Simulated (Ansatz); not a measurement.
# Direct or indirect: KI (Fm-3m)

```xyz
2
Lattice="0.0000 3.5328 3.5328 3.5328 0.0000 3.5328 3.5328 3.5328 0.0000" Properties=species:S:1:pos:R:3 pbc="T T T"
I     3.5328    3.5328    3.5328
K     0.0000    0.0000    0.0000
```

Method: Ansatz, PBE, independent particles, without spin-orbit coupling, line width 0.1 eV (Gaussian). The band structure gives a fundamental gap of 3.97 eV. The spectrum of vertical transitions near the edge:

```tsv
E (eV)	Im ε, E ∥ xyz
3.48	0.00
3.60	0.00
3.72	0.00
3.84	0.01
3.96	0.09
4.08	0.30
4.20	0.45
4.32	0.55
4.44	0.64
4.56	0.73
4.68	0.81
4.80	0.89
4.92	0.99
5.04	1.09
5.16	1.22
```

(1) Is the gap direct or indirect, and about where do vertical transitions set in?

Results:

(1) Direct: the band path has its least direct gap at the fundamental one, 3.97 eV, and the curves rise from there. Lines are broadened by 0.1 eV, which spreads the edge.

[Logs are printed without paths, hosts, clocks, repeated set-up lines and the standing remarks that a program may print on its own settings, such as how far it seeks lower states.]
